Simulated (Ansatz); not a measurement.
# TiO2 (Anatase): how G0W0 depends on its starting point

Aim: G0W0 for TiO2 (Anatase) on several starting functionals, at one mesh, band count and screening cutoff.

Method: G0W0 on several functionals, plane waves, PAW, in Ansatz 0.2.0.

In doubt: masses and optical values from hybrid runs of this build are listed as unsure (step 5), which bears on the screening that GW takes from such a start.

**1. The structure**

Symmetry: I4_1/amd, No. 141, tetragonal system. The conventional cell has a = 3.784 Å, b = 3.784 Å, c = 9.515 Å, α = 90.00°, β = 90.00°, γ = 90.00°. Nearest to Ti lie 6 O at 1.93 to 1.98 Å. Nearest to O lie 3 Ti at 1.93 to 1.98 Å. Farther neighbours and most contacts between anions are not listed.

The cell and positions come from the Crystallography Open Database and are kept as given unless a step says otherwise. The default PAW set here is soft_2. Its files were made with PBE.

**2. G0W0 on LDA**

Now the one-shot GW correction: screening in the RPA, then the self-energy of the levels asked for.

This step: G0W0 on LDA, plane waves, PAW.

The input, input.yaml:

```yaml
crystal:
  lattice:
    - [-1.8921, 1.8921, 4.7573]
    - [1.8921, -1.8921, 4.7573]
    - [1.8921, 1.8921, -4.7573]
  atoms:
    - { symbol: Ti, position: [0.0, 0.0, 0.0] }
    - { symbol: Ti, position: [0.75, 0.25, 0.5] }
    - { symbol: O, position: [0.2081, 0.2081, 0.0] }
    - { symbol: O, position: [0.9581, 0.4581, 0.5] }
    - { symbol: O, position: [0.5419, 0.0419, 0.5] }
    - { symbol: O, position: [0.7919, 0.7919, 0.0] }
kpoints:
  mp_grid: { grid: [6, 6, 6] }
hamiltonian:
  xc: lda
scf:
  occupations: { method: fixed }
gw:
  n_empty_bands: 154
  ecut_chi: 100
  qp_bands: [v2, c2]
  qp_kpoints: band_edges
  screening: { model: contour_deformation }
```

On the command line:

```console
$ ansatz run input.yaml --threads 2 --pin off --max-ram 92160MiB --backend cuda --events-out ev --progress --plain --runs-dir out --devices 1 --max-vram 13GiB  # rebuilt from the run's record
```

Numbers of over 12 decimals in the logs are rounded to 6 here.

Log:

```text
GPUs: using 1 of 1 available (devices: 1).
Engine: ansatz 0.2.0, x86_64-unknown-linux-gnu
Pseudopotentials: kind: paw
Pseudopotential: Ti, paw, valence charge 12, recommended cutoff 420 eV (normal), Ti.paw.azcp
Pseudopotential: O, paw, valence charge 6, recommended cutoff 420 eV (normal), O.paw.azcp
Functional definition: SPW92
  exchange = slater_x
  correlation = pw_c
device memory: the entry about to start is reckoned to put 1.2 GiB on a device that reports 36.5 GiB free (of which the cap on the GPU budget leaves the run 13.0 GiB)
GPU FFT provider: cuFFT
GPU libraries: cuBLAS 13.8.2, cuFFT 12.4.0, cuSOLVER 12.3.4
Crystal: 6 atoms, lattice volume = 68.125 Å³
Basis set: ecut = 420 eV, 1315 PW (Γ)
Bands: 30, of which v1, the nominal top of the filled ones, is band 24 counted from 1 (23 counted from 0)
Symmetry: 16 space group operations
Space group: I41/amd (ITA 141), of the structure as read, at distance tolerance 4.1e-5 Å
k-points: 30 of 216
Non-local potential: Ti, projectors of the file, l = 0: 3, l = 1: 2, l = 2: 3, l = 3: 1
Non-local potential: O, projectors of the file, l = 0: 2, l = 1: 2, l = 2: 1
PAW form: soft (Blöchl's): semilocal exchange-correlation on the pseudo side does not see the compensation charge
PAW frozen core: Ti, regenerated for the run's functional, and the local potential with it (the file was generated under x = pbe(κ = 0.804, μ = 0.219515), c = pbe(β = 0.066725))
PAW frozen core: O, regenerated for the run's functional, and the local potential with it (the file was generated under x = pbe(κ = 0.804, μ = 0.219515), c = pbe(β = 0.066725))
PAW one-centre angular grid: Ti, 590 points (default); XC on 64 Gauss nodes
PAW one-centre angular grid: O, 110 points (default); XC on 64 Gauss nodes
Initial density: superposition of atomic densities (neutral atoms: chi_scale 0, normalization atom), corrected by the library's trained network
Initial wavefunctions: pseudopotential atomic-orbital guess
GPU buffer pool allocated for 64000 grid points (all kernels)
GPU transforms: local potential and band sums: pruned to the plane-wave sphere, on 40×40×40
Functional: x = slater, c = lda
SCF iter   1: F=—  HF=-7130.473413 eV  |F-HF|=—  |Δ(HF+E_count)|=         —  Δρ=1.96e-2  dr2=2.34e-1  ethr=1.77e-3  ⟨swp⟩=4.1  Hψ=3414  notcnv=0  defer=75
preconditioner: auto → none  [insulator: Δε(μ)=1.847 eV  Ē_g=9.413 eV  n_scr=14 (ndim 8)  ℏωp=25.4 eV  f_vac=0.102  ε∞_Penn≈8.3]
SCF iter   2: F=—  HF=-7130.493923 eV  |F-HF|=—  |Δ(HF+E_count)|=   2.05e-2  Δρ=2.40e-2  dr2=3.68e-1  ethr=4.89e-4  ⟨swp⟩=2.0  Hψ=1694  notcnv=0  defer=99
SCF iter   3: F=—  HF=-7130.422903 eV  |F-HF|=—  |Δ(HF+E_count)|=   7.10e-2  Δρ=3.82e-3  dr2=5.52e-3  ethr=4.89e-4  ⟨swp⟩=2.0  Hψ=1284  notcnv=0  defer=98
SCF iter   4: F=—  HF=-7130.421508 eV  |F-HF|=—  |Δ(HF+E_count)|=   1.39e-3  Δρ=8.91e-4  dr2=2.06e-4  ethr=1.15e-5  ⟨swp⟩=2.1  Hψ=1563  notcnv=0  defer=119
SCF iter   5: F=—  HF=-7130.421478 eV  |F-HF|=—  |Δ(HF+E_count)|=   2.98e-5  Δρ=3.24e-4  dr2=8.35e-5  ethr=4.30e-7  ⟨swp⟩=2.2  Hψ=1383  notcnv=0  defer=120
SCF iter   6: F=—  HF=-7130.421459 eV  |F-HF|=—  |Δ(HF+E_count)|=   1.92e-5  Δρ=6.07e-5  dr2=2.63e-6  ethr=1.74e-7  ⟨swp⟩=2.1  Hψ=1184  notcnv=0  defer=68
SCF iter   7: F=-7130.421459 eV  HF=-7130.421459 eV  |F-HF|=6.07e-9  |Δ(HF+E_count)|=   5.32e-7  Δρ=4.29e-6  dr2=8.68e-9  ethr=2.08e-10  ⟨swp⟩=7.5  Hψ=3587  notcnv=0
SCF 1 converged in 7 iterations: F = -7130.421459 eV  dr2 = 8.68e-9
  greatest PAW one-centre occupation: 0.999 electrons in one spin orbital (limit 2), on the Ti atom at site 1 (counted from 0), in its partial waves of l = 0
device memory: the entry about to start is reckoned to put 1.3 GiB (of the 1.4 GiB reckoned in all, the device holds 0.1 GiB already) on a device that reports 36.4 GiB free (of which the cap on the GPU budget leaves the run 12.9 GiB)
NSCF: frozen V_eff on 30 k-points, pencils in batches of 32, up to order 120
the band table was solved once the SCF had ended and its energy, with any forces and stress, was formed, with the checks that follow a solve (3597 applications of the Hamiltonian). They found nothing against the state; the energy, forces and stress were not computed again (output.eigenvalues in the input reference)
device memory: the entry about to start is reckoned to put 2.7 GiB on a device that reports 36.1 GiB free (of which the cap on the GPU budget leaves the run 13.0 GiB)
NSCF: frozen V_eff on 30 k-points
G₀W₀ screening: q 1/30
[... further progress lines ...]
device memory: the entry about to start is reckoned to put 0.6 GiB on a device that reports 37.4 GiB free (of which the cap on the GPU budget leaves the run 13.0 GiB)
NSCF: frozen V_eff on 1 k-points
device memory: the entry about to start is reckoned to put 0.6 GiB on a device that reports 37.4 GiB free (of which the cap on the GPU budget leaves the run 13.0 GiB)
NSCF: frozen V_eff on 1 k-points
device memory: the entry about to start is reckoned to put 0.6 GiB on a device that reports 37.4 GiB free (of which the cap on the GPU budget leaves the run 13.0 GiB)
NSCF: frozen V_eff on 1 k-points
SCF converged after 7 iterations
Free energy (F): -7130.421459 eV
Harris-Foulkes:  -7130.421459 eV  (|F-HF|=6.07e-9)
Internal energy: -7130.421459 eV  (E = F + TS)
E sigma→0 (E₀):  -7130.421459 eV
Fermi energy:    6.910588 eV
--- Per-component energies (eV) ---
  E_band       = -465.887149
  E_kinetic    = 1241.101327
  E_local      = -3573.961697  (includes V_loc(G=0)·N_el)
  E_nonlocal   = 211.801631
  E_hartree    = 1377.451390
  E_xc         = -484.836260
  E_vxc        = -618.186623  (∫ρ·V_xc dr)
  E_paw        = -2580.832055  (= ΣΔE_a)
  E_vpaw       = -481.558355  (= ΣTr[D̂ρ^β])
  E_aug_tail   = 0.010171  (compensation charges beyond the density's cutoff)
  E_ewald      = -3322.195552
  E_core_change = 1.039587  (= ΣΔE_core)
  E_smearing   = -0.000000  (= −TS)
  E_closure    = 0.000000  (closes the sum)
  Σ components = -7130.421459   (vs F -7130.421459, Δ=0.00e0)
--- Band table (eV; the first three rows and the last of 30) ---
  k-point 0: bands = [... 20 lower, 6.1830, 6.1856, 6.4731, 6.4731, 8.9714, 9.7405, 10.8877, 10.8877, ... 2 higher]
  k-point 1: bands = [... 20 lower, 5.6022, 5.7735, 6.2956, 6.6883, 9.8376, 9.9495, 10.1572, 10.5848, ... 2 higher]
  k-point 2: bands = [... 20 lower, 4.8735, 5.9805, 6.3542, 6.8424, 9.9549, 10.2383, 10.3832, 10.7350, ... 2 higher]
  k-point 29: bands = [... 20 lower, 5.6772, 5.6772, 6.8278, 6.8278, 9.3418, 9.3418, 10.6718, 10.6718, ... 2 higher]
--- G₀W₀: contour deformation, 6 samples at zero and on the imaginary axis and 2 off it, 216 q-points, 154 empty bands' worth ---
  eigenvalues of the whole cell's RPA ε∞ on this k-mesh (on a slab, of 1 + 4πα/V) = 6.2631, 6.8753, 6.8753; static W/v taken at q = 0 is 0.148636
  gw.qp_kpoints: band_edges: 23 of 30 stored k-points solved, in 1 pass; an edge of the gap read off the rows below is read off those points alone
    valence top: of the k-points left out ik 23 came nearest to being solved in a further pass, in band 24 (counted from 1, as in the quasiparticle table): it holds the edge there only if its correction is more favourable than any solved in that band by at least 0.452 eV; those differ by 0.101 eV
    conduction bottom: of the k-points left out ik 27 came nearest to being solved in a further pass, in band 25 (counted from 1, as in the quasiparticle table): it holds the edge there only if its correction is more favourable than any solved in that band by at least 0.867 eV; those differ by 0.159 eV
    ik  band        ε_KS         Σx   Σc(E_QP)       V_xc       Z   E_QP_lin       E_QP  E_QP is
     0    23      6.4731   -25.1787     4.6980   -20.4363  0.7051     6.4287     6.4288  root
     0    24      6.4731   -25.1787     4.6980   -20.4363  0.7051     6.4287     6.4288  root
     0    25      8.9714   -13.0579    -6.4454   -21.1106  0.7341    10.6335    10.5787  root
     0    26      9.7405   -13.4417    -7.3349   -22.4698  0.7133    11.5125    11.4337  root
     1    23      6.2956   -25.7962     4.7278   -21.0218  0.7137     6.2490     6.2491  root
     1    24      6.6883   -25.6270     4.6763   -20.9204  0.7119     6.6579     6.6579  root
     1    25      9.8376   -13.3468    -7.3808   -22.4222  0.7134    11.6115    11.5321  root
     1    26      9.9495   -14.3148    -6.3428   -22.2051  0.7140    11.5587    11.4969  root
     2    23      6.3542   -25.2101     4.6591   -20.5177  0.7073     6.3209     6.3209  root
     2    24      6.8424   -25.5633     4.6526   -20.9067  0.7094     6.8384     6.8384  root
     2    25      9.9549   -13.6205    -7.3519   -22.6842  0.7126    11.7479    11.6667  root
     2    26     10.2383   -14.7682    -6.7663   -23.2015  0.7109    11.9822    11.9053  root
     3    23      6.9106   -25.6873     4.6363   -21.0551  0.7119     6.9147     6.9147  root
     3    24      6.9106   -25.6873     4.6363   -21.0551  0.7119     6.9147     6.9147  root
     3    25     10.2458   -13.8831    -7.4565   -23.0361  0.7057    12.0287    11.9423  root
     3    26     10.2458   -13.8831    -7.4565   -23.0361  0.7057    12.0287    11.9423  root
     4    23      6.2139   -25.9847     4.2625   -21.7893  0.7207     6.2810     6.2811  root
     4    24      6.4846   -25.5521     4.6695   -20.8441  0.7121     6.4460     6.4460  root
     4    25      9.5545   -14.0809    -6.1985   -21.8324  0.7221    11.1628    11.1075  root
     4    26      9.8530   -13.4824    -7.2965   -22.4526  0.7120    11.6049    11.5267  root
     5    23      6.2934   -25.8420     4.7188   -21.0638  0.7172     6.2339     6.2340  root
     5    24      6.5314   -25.0957     4.6042   -20.4669  0.7066     6.5068     6.5069  root
     5    25      9.9239   -13.5005    -7.3510   -22.5523  0.7133    11.7046    11.6246  root
     5    26     10.1300   -14.2372    -7.0069   -22.9375  0.7140    11.9016    11.8233  root
[...]
28    23      6.3087   -25.0441     4.5440   -20.4774  0.7079     6.2859     6.2859  root
    28    24      6.3087   -25.0441     4.5440   -20.4774  0.7079     6.2859     6.2859  root
    28    25      9.8509   -13.8900    -6.7472   -22.2537  0.7166    11.5351    11.4674  root
    28    26      9.8509   -13.8900    -6.7472   -22.2537  0.7166    11.5351    11.4674  root
    29    23      6.8278   -26.0521     4.5651   -21.5018  0.7174     6.8426     6.8426  root
    29    24      6.8278   -26.0521     4.5651   -21.5018  0.7174     6.8426     6.8426  root
    29    25      9.3418   -13.2121    -6.8698   -21.7319  0.7247    11.0592    10.9918  root
    29    26      9.3418   -13.2121    -6.8698   -21.7319  0.7247    11.0592    10.9918  root
```

The job ended after 23 s (1 × NVIDIA H100 80GB HBM3 (shared by 6 runs) with 2 threads of AMD EPYC 7R13 (Zen 3), shared host; peak memory 1.3 GiB; 34 s of CPU time).

Numbers from this step:

| Item | Value |
| --- | --- |
| bands summed | 178 |
| RPA ε∞ on this mesh (eigenvalues) | 6.263, 6.875, 6.875 |
| plane waves in the screening matrix | 155 |
| q-points in the mesh | 216 |
| G0W0 gap on the mesh | 3.664 eV |
| k of the valence top | 0, 0, -0.5 |
| k of the conduction bottom | 0, 0, 0 |
| starting gap on the mesh | 2.061 eV |
| Z at the valence top | 0.7119 |
| Z at the conduction bottom | 0.7341 |
| least direct G0W0 gap on the computed points | 3.993 eV |

The gap on the mesh goes from 2.06 eV to 3.66 eV, a correction of +1.60 eV. Between the two edge states, bare exchange in place of the xc potential would open the gap by 12.68 eV, and correlation takes back 11.08 eV.

**3. G0W0 on PBE**

One-shot GW remembers its start. Another functional's orbitals and levels show by how much.

This step: G0W0 on PBE, plane waves, PAW.

input.yaml: that of step 2 with these lines changed.

```diff
@@ -15,3 +15,3 @@
 hamiltonian:
-  xc: lda
+  xc: pbe
 scf:
```

Log:

```text
GPUs: using 1 of 1 available (devices: 1).
[...]
GPU FFT provider: cuFFT
GPU libraries: cuBLAS 13.8.2, cuFFT 12.4.0, cuSOLVER 12.3.4
Crystal: 6 atoms, lattice volume = 68.125 Å³
Basis set: ecut = 420 eV, 1315 PW (Γ)
Bands: 30, of which v1, the nominal top of the filled ones, is band 24 counted from 1 (23 counted from 0)
Symmetry: 16 space group operations
[...]
k-points: 30 of 216
[...]
GPU buffer pool allocated for 64000 grid points (all kernels)
[...]
SCF iter   1: F=—  HF=-7277.469444 eV  |F-HF|=—  |Δ(HF+E_count)|=         —  Δρ=3.44e-3  dr2=3.18e-3  ethr=1.77e-3  ⟨swp⟩=4.1  Hψ=3412  notcnv=0  defer=78
[...]
SCF iter   6: F=-7277.471112 eV  HF=-7277.471112 eV  |F-HF|=4.60e-9  |Δ(HF+E_count)|=   2.67e-6  Δρ=1.17e-5  dr2=5.25e-8  ethr=2.08e-10  ⟨swp⟩=7.8  Hψ=3764  notcnv=0
SCF 1 converged in 6 iterations: F = -7277.471112 eV  dr2 = 5.25e-8
[...]
NSCF: frozen V_eff on 30 k-points, pencils in batches of 32, up to order 120
[...]
NSCF: frozen V_eff on 30 k-points
G₀W₀ screening: q 1/30
[... further progress lines ...]
[...]
SCF converged after 6 iterations
Free energy (F): -7277.471112 eV
[...]
Internal energy: -7277.471112 eV  (E = F + TS)
E sigma→0 (E₀):  -7277.471112 eV
Fermi energy:    7.290149 eV
[...]
--- Band table (eV; the first three rows and the last of 30) ---
  k-point 0: bands = [... 20 lower, 6.5768, 6.5768, 6.8603, 6.8603, 9.4571, 10.1979, 11.3381, 11.3381, ... 2 higher]
  k-point 1: bands = [... 20 lower, 5.9961, 6.1682, 6.6813, 7.0711, 10.2981, 10.3998, 10.5942, 11.0350, ... 2 higher]
  k-point 2: bands = [... 20 lower, 5.2662, 6.3837, 6.7441, 7.2230, 10.4095, 10.6690, 10.8331, 11.1645, ... 2 higher]
  k-point 29: bands = [... 20 lower, 6.0736, 6.0736, 7.2097, 7.2097, 9.8146, 9.8146, 11.1183, 11.1183, ... 2 higher]
[...]
0    23      6.8603   -25.3206     4.8182   -20.3244  0.7055     6.6815     6.6822  root
     0    24      6.8603   -25.3206     4.8182   -20.3244  0.7055     6.6815     6.6822  root
     0    25      9.4571   -13.0752    -6.3888   -20.7917  0.7329    10.8199    10.7848  root
     0    26     10.1979   -13.4563    -7.2394   -22.1402  0.7126    11.6955    11.6424  root
     1    23      6.6813   -25.8880     4.8122   -20.8930  0.7144     6.4978     6.4985  root
     1    24      7.0711   -25.7413     4.7814   -20.8004  0.7124     6.9112     6.9117  root
     1    25     10.2981   -13.3669    -7.2875   -22.0988  0.7126    11.7961    11.7425  root
     1    26     10.3998   -14.3012    -6.2979   -21.9275  0.7135    11.7707    11.7283  root
[...]
29    23      7.2097   -26.1440     4.6544   -21.3790  0.7181     7.0988     7.0991  root
    29    24      7.2097   -26.1440     4.6544   -21.3790  0.7181     7.0988     7.0991  root
    29    25      9.8146   -13.2308    -6.7941   -21.4109  0.7237    11.2441    11.2006  root
    29    26      9.8146   -13.2308    -6.7941   -21.4109  0.7237    11.2441    11.2006  root
```

The job ended after 40 s (1 × NVIDIA H100 80GB HBM3 (shared by 6 runs) with 2 threads; peak memory 1.3 GiB).

This step gave:

```yaml
bands_summed: 178
rpa_eps_infinity_on_this_mesh_eigenvalues: 6.057, 6.645, 6.645
plane_waves_in_the_screening_matrix: 155
q_points_in_the_mesh: 216
g0w0_gap_on_the_mesh: 3.618 eV
k_of_the_valence_top: 0, 0, -0.5
k_of_the_conduction_bottom: 0, 0, 0
starting_gap_on_the_mesh: 2.167 eV
z_at_the_valence_top: 0.7124
z_at_the_conduction_bottom: 0.7329
least_direct_g0w0_gap_on_the_computed_points: 3.944 eV
```

Against the run with 6×6×6 mesh, 154 empty bands, screening to 100 eV on LDA, the gap moves by −0.05 eV, while the start moved by +0.11 eV.

**4. G0W0 on r2SCAN**

This step: G0W0 on r2SCAN, plane waves, PAW.

input.yaml: that of step 3 with these lines changed.

```diff
@@ -15,3 +15,3 @@
 hamiltonian:
-  xc: pbe
+  xc: r2scan
 scf:
```

Log:

```text
GPUs: using 1 of 1 available (devices: 1).
[...]
GPU FFT provider: cuFFT
GPU libraries: cuBLAS 13.8.2, cuFFT 12.4.0, cuSOLVER 12.3.4
Crystal: 6 atoms, lattice volume = 68.125 Å³
Basis set: ecut = 500 eV, 1693 PW (Γ), exchange–correlation on 160×160×160 points (64 copies of the dense FFT grid, shifted against one another)
Bands: 30, of which v1, the nominal top of the filled ones, is band 24 counted from 1 (23 counted from 0)
[...]
1    26     10.3954   -14.0855    -6.2982   -21.6338  0.7242    11.6784    11.6455  root
[...]
29    23      6.8320   -26.1964     4.5415   -21.8147  0.7313     6.9915     6.9919  root
    29    24      6.8320   -26.1964     4.5415   -21.8147  0.7313     6.9915     6.9919  root
    29    25      9.8295   -13.1090    -6.7137   -21.0714  0.7330    11.1091    11.0782  root
    29    26      9.8295   -13.1090    -6.7137   -21.0714  0.7330    11.1091    11.0782  root
[key lines of the parts left out:]
SCF converged after 8 iterations
Free energy (F): -7292.661930 eV
Fermi energy:    6.924639 eV
```

Elapsed: 31 s, on 1 × NVIDIA H100 80GB HBM3 (shared by 6 runs) with 2 threads; peak memory 1.6 GiB; 49 s of CPU time.

Numbers from this step:

```
bands summed                                 : 178
RPA ε∞ on this mesh (eigenvalues)            : 5.441, 5.881, 5.881
plane waves in the screening matrix          : 155
G0W0 gap on the mesh                         : 3.605 eV
k of the valence top                         : 0, 0, -0.5
k of the conduction bottom                   : 0, 0, 0
starting gap on the mesh                     : 2.548 eV
least direct G0W0 gap on the computed points : 3.934 eV
```

Against the run with 6×6×6 mesh, 154 empty bands, screening to 100 eV on PBE, the gap moves by −0.013 eV, while the start moved by +0.38 eV.

**5. G0W0 on HSE06**

This step: G0W0 on HSE06, plane waves, PAW.

input.yaml: that of step 4 with these lines changed.

```diff
@@ -15,3 +15,3 @@
 hamiltonian:
-  xc: r2scan
+  xc: hse06
 scf:
```

Log:

```text
GPUs: using 1 of 1 available (devices: 1).
[...]
davidson cushion auto → on  (no smearing: the cushion is to keep the highest requested band from converging to the state above it; pin scf.eigensolver.cushion to override)
[...]
GPU FFT provider: cuFFT
GPU libraries: cuBLAS 13.8.2, cuFFT 12.4.0, cuSOLVER 12.3.4
Crystal: 6 atoms, lattice volume = 68.125 Å³
Basis set: ecut = 420 eV, 1315 PW (Γ)
[...]
1    25     10.9288   -12.7993    -6.6218   -20.2479  0.7576    11.7657    11.7556  root
     1    26     10.9505   -13.5132    -5.8974   -20.2455  0.7603    11.7949    11.7853  root
[...]
29    23      6.2085   -26.2555     4.3110   -22.4167  0.7638     6.6781     6.6806  root
    29    24      6.2085   -26.2555     4.3110   -22.4167  0.7638     6.6781     6.6806  root
    29    25     10.3685   -12.6008    -6.2440   -19.6579  0.7672    11.1904    11.1816  root
    29    26     10.3685   -12.6008    -6.2440   -19.6579  0.7672    11.1904    11.1816  root
[key lines of the parts left out:]
Free energy (F): -7276.006309 eV
Fermi energy:    6.286607 eV
```

Run time: 66 s. Hardware: 1 × NVIDIA H100 80GB HBM3 (shared by 6 runs) with 2 threads; peak memory 2.3 GiB.

Numbers from this step:

```yaml
bands_summed: 178
rpa_eps_infinity_on_this_mesh_eigenvalues: 4.449, 4.702, 4.702
plane_waves_in_the_screening_matrix: 155
g0w0_gap_on_the_mesh: 3.989 eV
k_of_the_valence_top: 0, 0, -0.5
k_of_the_conduction_bottom: 0, 0, 0
starting_gap_on_the_mesh: 3.665 eV
least_direct_g0w0_gap_on_the_computed_points: 4.336 eV
```

Against the run with 6×6×6 mesh, 154 empty bands, screening to 100 eV on r2SCAN, the gap moves by +0.38 eV, while the start moved by +1.12 eV.

(Continued in part 2 of 2.)

[Paths, hosts, dates, memory and timing lines, banners, echoed tables and standing remarks are left out of the program output.]

[Logs are printed without paths, hosts, clocks, repeated set-up lines and the standing remarks that a program may print on its own settings, such as how far it seeks lower states.]

[Runs of the session that timed out or met a known fault of the program may be left out.]

[Cells called generated may have been cut or substituted from an entry of the Crystallography Open Database or the Materials Project.]

[Hosts, paths, dates, database ids (printed as entryN), source tags and the programs' standing remarks are cut or masked in the printed files.]
